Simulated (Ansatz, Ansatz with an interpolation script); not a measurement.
Planning a run of Ansatz 0.2.0 on MoS2 (P6_3/mmc). The input:

```yaml
crystal:
  lattice:
    - [3.169, 0.0, 0.0]
    - [-1.5845, 2.7444345, 0.0]
    - [0.0, 0.0, 12.324]
  atoms:
    - { symbol: Mo, position: [0.33333333, 0.66666667, 0.25] }
    - { symbol: Mo, position: [0.66666667, 0.33333333, 0.75] }
    - { symbol: S, position: [0.33333333, 0.66666667, 0.623] }
    - { symbol: S, position: [0.66666667, 0.33333333, 0.123] }
    - { symbol: S, position: [0.33333333, 0.66666667, 0.877] }
    - { symbol: S, position: [0.66666667, 0.33333333, 0.377] }
kpoints:
  mp_grid: { grid: [6, 6, 2] }
hamiltonian:
  xc: lda
  pseudopotentials: { kind: paw, azcp: { folder: soft_1 }, xc_functional: pbe }
scf:
  occupations: { method: fixed }
  n_extra_bands: 57
output:
  wannier:
    kmesh: [12, 12, 4]
    projections: [{ species: Mo, l: d, shell: 4 }, { species: S, l: p, shell: 3 }]
    minimise: true
    write_hr: true
    seedname: w
    conv_tol: 1.0e-06
    max_iter: 20000
    stability_check: false
    disentanglement:
      window: [3.61, 15.98]
      frozen_window: [3.61, 12.88]
      conv_tol: 1.0e-08
```

The database entry behind the starting cell differs from later determinations by our own check (about 0.3 % long), so it need not match the best structure at ambient conditions.

```sh
ansatz run input.yaml --threads 3 --pin off --max-ram 92160MiB --backend cuda --events-out ev --progress --plain --runs-dir out --devices 1 --max-vram 13GiB
```

**Question.** Estimate wall time and host memory on 1 × NVIDIA H100 80GB HBM3 (shared by 6 runs) with 3 threads of AMD EPYC 7R13 (Zen 3), shared host.

It took 63 s; on shared hardware allow 31 s to 2.1 min. Peak host memory was 1.5 GiB.

[Paths, hosts, dates, memory and timing lines, banners, echoed tables and standing remarks are left out of the program output.]

[Logs are printed without paths, hosts, clocks, repeated set-up lines and the standing remarks that a program may print on its own settings, such as how far it seeks lower states.]

[Runs of the session that timed out or met a known fault of the program may be left out.]

[Hosts, paths, dates, database ids (printed as entryN), source tags and the programs' standing remarks are cut or masked in the printed files.]
